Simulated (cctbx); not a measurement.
# Diagnosing a refinement

Cell a = 10.7160 Å, b = 6.7490 Å, c = 12.8580 Å, α = 90.00°, β = 90.00°, γ = 90.00°; space group Cmce (no. 64).

The data are simulated with cctbx, not measured: Mo Kα, λ = 0.71073 Å, to d = 0.84 Å, 95 % of the full sphere, strongest reflection 5000 counts, noise from counting, a 4 % proportional error and a noise floor of 15 counts (s.d.); no absorption.

An isotropic refinement with weights 1/σ² prints:

```text
Rint 0.067, 437 unique reflections to 0.84 A
cycle     R1     wR2    GooF  max shift (A)
   1  0.5648  0.8453  19.319   0.76473
   3  0.0221  0.0426   0.973   0.00005
final R1 0.0221 wR2 0.0426 GooF 0.973  parameters 12  data/parameter 36.4
atom        x        y        z      Ueq    occ   su(xyz)  su(Uiso or U11)
Cu1    0.25000  0.85608  0.25000   0.0058  1.000  0.00009  0.0002
Mn1    0.16167  0.00000  0.50000   0.0066  1.000  0.00008  0.0002
S1     0.32763  0.11562  0.38699   0.0078  1.000  0.00014  0.0002
S2     0.50000  0.17157  0.09043   0.0088  1.000  0.00020  0.0003
Si1    0.00000  0.00000  0.00000   0.0089  1.000  0.00000  0.0005
difference map: max 0.91 min -1.07 rms 0.24
Q1    0.0000  0.1322  0.4346    8    0.93  0.42 A from S2
Q2    0.0000  0.0201  0.2739    8    0.87  2.02 A from S2
Q3    0.0000  0.2597  0.3627    8    0.83  0.85 A from S2
Q4    0.0000  0.0685  0.5263    8    0.82  1.65 A from S2
Q5    0.0597  0.0767  0.1006   16    0.80  1.25 A from S1
Q6    0.0772  0.1179  0.3285   16    0.79  1.38 A from S2
```

**Question.** Can this result stand? If not, what is the likely fault?

It can stand. The set-up had a fault (start far from the minimum), but the refinement still reached the right minimum: R1 = 0.0221, wR2 = 0.0426, GooF = 0.97 against R1 = 0.0221, wR2 = 0.0426, GooF = 0.97 for the right model.

The compound is Mn2Cu2SiS6. The right model at the same level gives:

```text
Rint 0.067, 437 unique reflections to 0.84 A
cycle     R1     wR2    GooF  max shift (A)
   1  0.1459  0.2872   6.563   0.08707
   2  0.0221  0.0426   0.973   0.00000
final R1 0.0221 wR2 0.0426 GooF 0.973  parameters 12  data/parameter 36.4
atom        x        y        z      Ueq    occ   su(xyz)  su(Uiso or U11)
Cu1    0.25000  0.85608  0.25000   0.0058  1.000  0.00009  0.0002
Mn1    0.16167  0.00000  0.50000   0.0066  1.000  0.00008  0.0002
S1     0.32763  0.11562  0.38699   0.0078  1.000  0.00014  0.0002
S2     0.50000  0.17157  0.09043   0.0088  1.000  0.00020  0.0003
Si1    0.00000  0.00000  0.00000   0.0089  1.000  0.00000  0.0005
difference map: max 0.91 min -1.07 rms 0.24
Q1    0.0000  0.1322  0.4346    8    0.93  0.42 A from S2
Q2    0.0000  0.0201  0.2739    8    0.87  2.02 A from S2
Q3    0.0000  0.2597  0.3627    8    0.83  0.85 A from S2
Q4    0.0000  0.0685  0.5263    8    0.82  1.65 A from S2
Q5    0.0597  0.0767  0.1006   16    0.80  1.25 A from S1
Q6    0.0772  0.1179  0.3285   16    0.79  1.38 A from S2
```

The model is made up (kin elements in a known structure type, no relaxation), so it says nothing on whether the phase exists.

[Middle refinement cycles are left out of these outputs.]

[Logs are printed without paths, hosts, clocks, repeated set-up lines and the standing remarks that a program may print on its own settings, such as how far it seeks lower states.]
